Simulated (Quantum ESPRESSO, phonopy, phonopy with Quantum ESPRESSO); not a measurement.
# BP (F-43m): a volume series of phonon spectra, part 9 of 9

Aim: how the vibrations of BP shift with volume, and the expansion that follows.

Measurements to reproduce:
- volume expansion coefficient 9.6 1e-6/K near room temperature (given in “Thermal expansion coefficients of high thermal conducting BAs and BP materials (three times its linear coefficient)”, 2019, arxiv:1906.04101)

Quantum ESPRESSO 7.5; DFT PBE+D3(BJ), scalar-relativistic, plane waves, GBRV ultrasoft pseudopotentials.

So far. Step 30 (Ground state at this cell, V/V0 1.05): The run ends at a pressure of -7.57 GPa. Step 33 (Born charges and dielectric tensor): The Born charges sum to zero within 0.0029 e; the rest is removed before use. Acoustic frequencies in this log differ from zero by the error of the sum rule, which ph.x does not impose.

## Step 35: Lattice dynamics at this volume, V/V0 1.05

This step: DFT PBE+D3(BJ), scalar-relativistic, plane waves, GBRV ultrasoft pseudopotentials (phonopy with Quantum ESPRESSO 4.10.0 / 7.5).

Elapsed: 11 min, on 8 threads of Arm Neoverse V2, shared host; 82 min of CPU time.

Phonopy, LO-TO term from ph.x's tensors. The phonon branches at the labelled points (cm⁻¹):

```csv
point,branch 1,branch 2,branch 3,branch 4,branch 5,branch 6
Γ,0,0,0,782,782,786
halfway,236,236,355,729,729,783
X,312,312,512,664,664,760
halfway,310,339,498,659,668,758
U,304,395,462,649,680,757
jump to K,304,395,462,649,680,757
halfway,211,264,361,735,744,763
Γ,0,0,0,782,782,786
halfway,175,175,338,756,756,769
L,226,226,488,732,732,734
halfway,281,341,465,674,707,753
W,348,398,437,658,668,751
halfway,330,344,486,661,666,756
X,312,312,512,664,664,760
```

The phonon branches as a text plot (rows in cm⁻¹):

```
    770 |**************************************              ****
    738 |    ***              *****          ****************
    705 |       **         *****                    ****
    672 |         ********* **                        ***********
    639 |                ***                            **
    606 |
    574 |
    541 |
    508 |          *****                                      ***
    475 |         *     ***                     *******      *
    443 |                  ***                 *       ******
    410 |       **        **  **             **         ***
    377 |                *  **  *                      *   **
    344 |     **       **                   *         *  ******
    311 |          ********   ** **                  * **     ***
    279 |    *  ***        ***  *          *        * *
    246 |     **              **                  ****
    213 |                       *****        *****
    180 |  ***                   **      ** *
    148 |  **                      **      *
    115 |                          ***   **
     82 | *                          *  *
     49 |                            *  *
     16 |*                            **
         Γ           X  U|K            Γ         L        W     X
```

No mode is imaginary beyond numerical noise along the path. The highest zone-centre mode (no LO–TO term) moved by -4.8 % for a volume change of +5.0 %.

The time given is that of the 2 pw.x runs on displaced cells behind this step.

## Step 36: Mode Grüneisen parameters

This step: DFT PBE+D3(BJ), scalar-relativistic, plane waves, GBRV ultrasoft pseudopotentials (phonopy 4.10.0).

This step gave:

```
share of modes with a negative Grüneisen parameter : 0.092
```

Mean Grüneisen, by row:

```
T (K)  heat-capacity-weighted mean  root mean square
   50                         0.18             0.313
  100                        0.243             0.409
  200                         0.49             0.681
  300                        0.642             0.816
  500                        0.749             0.901
  800                         0.79             0.932
```

Mean mode Grueneisen parameter against wavenumber:

| wavenumber (cm⁻¹) | mean mode Grueneisen parameter |
| --- | --- |
| 14 | - |
| 42 | 0.126 |
| 97 | 0.351 |
| 124 | 0.154 |
| 180 | 0.181 |
| 207 | 0.148 |
| 235 | 0.0623 |
| 290 | 0.173 |
| 318 | 0.198 |
| 346 | 0.401 |
| 401 | 0.562 |
| 429 | 0.856 |
| 484 | 0.909 |
| 512 | 0.948 |
| 539 | 0.905 |
| 595 | - |
| 622 | - |
| 650 | - |
| 705 | 1.29 |
| 733 | 1.32 |
| 788 | 1.15 |
| 816 | 1.16 |

Volume series, by row:

| V/V0 | V (Å³/atom) | pressure (GPa) | E - E0 (meV/atom) | gap (eV) | zero-point energy (meV/atom) | lowest on the path (cm⁻¹) | highest at Gamma without the LO-TO term (cm⁻¹) |
| --- | --- | --- | --- | --- | --- | --- | --- |
| 0.97 | 11.09 | 5.479 | 5.785 | 1.173 | 106.1 | 0 | 847.4 |
| 0.985 | 11.26 | 2.638 | 1.426 | 1.195 | 104.5 | 0 | 834.6 |
| 1 | 11.43 | -0.007 | 0 | 1.217 | 103 | 0 | 822.2 |
| 1.015 | 11.6 | -2.468 | 1.306 | 1.239 | 101.5 | 0 | 810 |
| 1.03 | 11.78 | -4.76 | 5.156 | 1.26 | 99.97 | 0 | 798.2 |
| 1.05 | 12 | -7.57 | 13.97 | 1.287 | 97.85 | 0 | 782.4 |

Optical frequency at Gamma without the LO-TO term, mode 4 against V/V0:

| V/V0 | optical frequency at Gamma without the LO-TO term, mode 4 (cm⁻¹) |
| --- | --- |
| 0.9700 | 847 |
| 0.9850 | 835 |
| 1.0000 | 822 |
| 1.0150 | 810 |
| 1.0300 | 798 |
| 1.0500 | 782 |

Grüneisen at points, by row:

```
point  branch  frequency (cm⁻¹)  mode Grüneisen parameter
    Γ       4             822.2                         1
    Γ       6             828.1                      1.07
    X       1             311.5                      -0.1
    X       3               535                      0.91
    X       4             717.1                      1.51
    X       6             801.6                      1.05
    U       1             304.4                     -0.08
    U       2             403.4                      0.38
    U       3             483.3                       0.9
    U       4             695.6                      1.33
    U       5             730.6                      1.41
    U       6             805.3                      1.24
    K       1             304.4                     -0.08
    K       2             403.4                      0.38
    K       3             483.3                       0.9
    K       4             695.6                      1.33
    K       5             730.6                      1.41
    K       6             805.3                      1.24
    L       1             225.4                     -0.21
    L       3             515.7                      1.06
    L       4             774.9                      1.08
    L       5             778.2                       1.2
    W       1             354.6                      0.31
    W       2             402.9                      0.16
    W       3             459.2                      0.98
    W       4             699.4                      1.18
    W       5             721.6                      1.51
    W       6             802.1                       1.3
```

## Step 37: Free-energy fit

Numbers from this step:

```
volume expansion coefficient at 300 K : 8.34 1e-6/K
isothermal bulk modulus at 300 K      : 163.4 GPa
C_P at 300 K                          : 14.58 J/mol-atom/K
Grüneisen parameter at 300 K          : 0.65
```

The energy (each curve on its own zero) by volume; values in meV/atom:

```
volume (Å³/atom)  static  F at 0 K  F at 300 K  F at 900 K
          11.089    5.78      9.75        10.1        13.9
          11.261    1.43      3.81        4.06        6.39
          11.432       0      0.83        0.94        1.83
          11.604    1.31      0.61        0.57           0
          11.775    5.16      2.97        2.76        0.71
          12.004    14.0      9.67        9.18        4.83
```

Phonopy-qha, vinet fit of F(V) at each temperature; no electronic free energy. Qha vinet, by row:

```
T (K)  fitted volume (Å³/atom)  alpha_V (1e-6/K)  B_T (GPa)  C_P (J/mol-atom/K)  Grueneisen
  100                    11.53              0.68      165.1                2.95       0.262
  150                    11.53              2.09      164.9                6.24      0.3826
  200                    11.53              4.12      164.5               9.404      0.5002
  250                    11.54              6.32        164               12.22      0.5889
  300                    11.54              8.34      163.4               14.58      0.6503
  350                    11.55             10.07      162.6               16.47      0.6928
  400                    11.55              11.5      161.8               17.97      0.7229
  450                    11.56             12.69      160.9               19.15       0.745
  500                    11.57             13.68      159.9                20.1      0.7619
  550                    11.58             14.51      158.9               20.85      0.7753
  600                    11.58             15.23      157.8               21.47      0.7863
  650                    11.59             15.86      156.6               21.98      0.7956
  700                     11.6             16.42      155.4                22.4      0.8038
  750                    11.61             16.94      154.2               22.75       0.811
  800                    11.62             17.42      152.9               23.05      0.8177
  850                    11.63             17.88      151.5               23.32      0.8239
```

Volume expansion coefficient, phonopy-qha, Vinet against temperature:

```
temperature (K)  volume expansion coefficient, phonopy-qha, Vinet (1e-6/K)
             75                                                       0.29
            100                                                       0.68
            125                                                       1.29
            150                                                       2.09
            175                                                       3.06
            200                                                       4.12
            225                                                       5.23
            250                                                       6.32
            275                                                       7.36
            300                                                       8.34
            325                                                       9.24
            350                                                       10.1
            375                                                       10.8
            400                                                       11.5
            425                                                       12.1
            450                                                       12.7
            475                                                       13.2
            500                                                       13.7
            525                                                       14.1
            550                                                       14.5
            575                                                       14.9
            600                                                       15.2
            625                                                       15.6
            650                                                       15.9
            675                                                       16.1
            700                                                       16.4
            725                                                       16.7
            750                                                       16.9
            775                                                       17.2
            800                                                       17.4
            825                                                       17.6
            850                                                       17.9
            875                                                       18.1
```

The fit gives a volume expansion of 8.34 × 10⁻⁶/K at 300 K.

## Step 38: Outcome

| Item | Value |
| --- | --- |
| volume expansion coefficient at 300 K | 8.34 1e-6/K |
| isothermal bulk modulus at 300 K | 163.4 GPa |
| C_P at 300 K | 14.58 J/mol-atom/K |
| Grüneisen parameter at 300 K | 0.65 |
| mean mode Grüneisen parameter at 300 K | 0.642 |

What this shows: Near room temperature BP expands by 8.34 × 10⁻⁶/K in volume by PBE+D3(BJ), with C_P = 14.6 J/(mol K) per mole of atoms and B_T = 163 GPa. C_P at room temperature is 58 % of the classical 3R an atom, so the stiffest modes are still partly frozen out. A measured volume expansion coefficient near room temperature is 9.6 1e-6/K (arxiv:1906.04101); the calculated 8.34 1e-6/K differs by -13 %. The heat-capacity-weighted Grüneisen parameter goes from 0.18 at 50 K to 0.79 at 800 K; 9 % of the modes stiffen on expansion. Weighting γ by the density of states and each mode's heat capacity at 300 K, modes below 280 cm⁻¹ give about 5 % of the sum of γC that drives the expansion, those up to 560 cm⁻¹ 37 % and the rest 59 %. Among the labelled points γ is largest for branch 4 at X (717 cm⁻¹, 1.5) and most negative for branch 1 at L (225 cm⁻¹, -0.21). The supercell is 7.9 Å across at its narrowest and was not tested against a larger one: only its own wavevectors are exact, and acoustic branches between them, with the entropy at low temperature, can be off.

[Logs are printed without paths, hosts, clocks, repeated set-up lines and the standing remarks that a program may print on its own settings, such as how far it seeks lower states.]

[Hosts, paths, dates, database ids (printed as entryN), source tags and the programs' standing remarks are cut or masked in the printed files.]

[A step with changed settings may run another functional than the one named; its input shows which.]

[Of the runs on displaced cells, only some may be shown.]
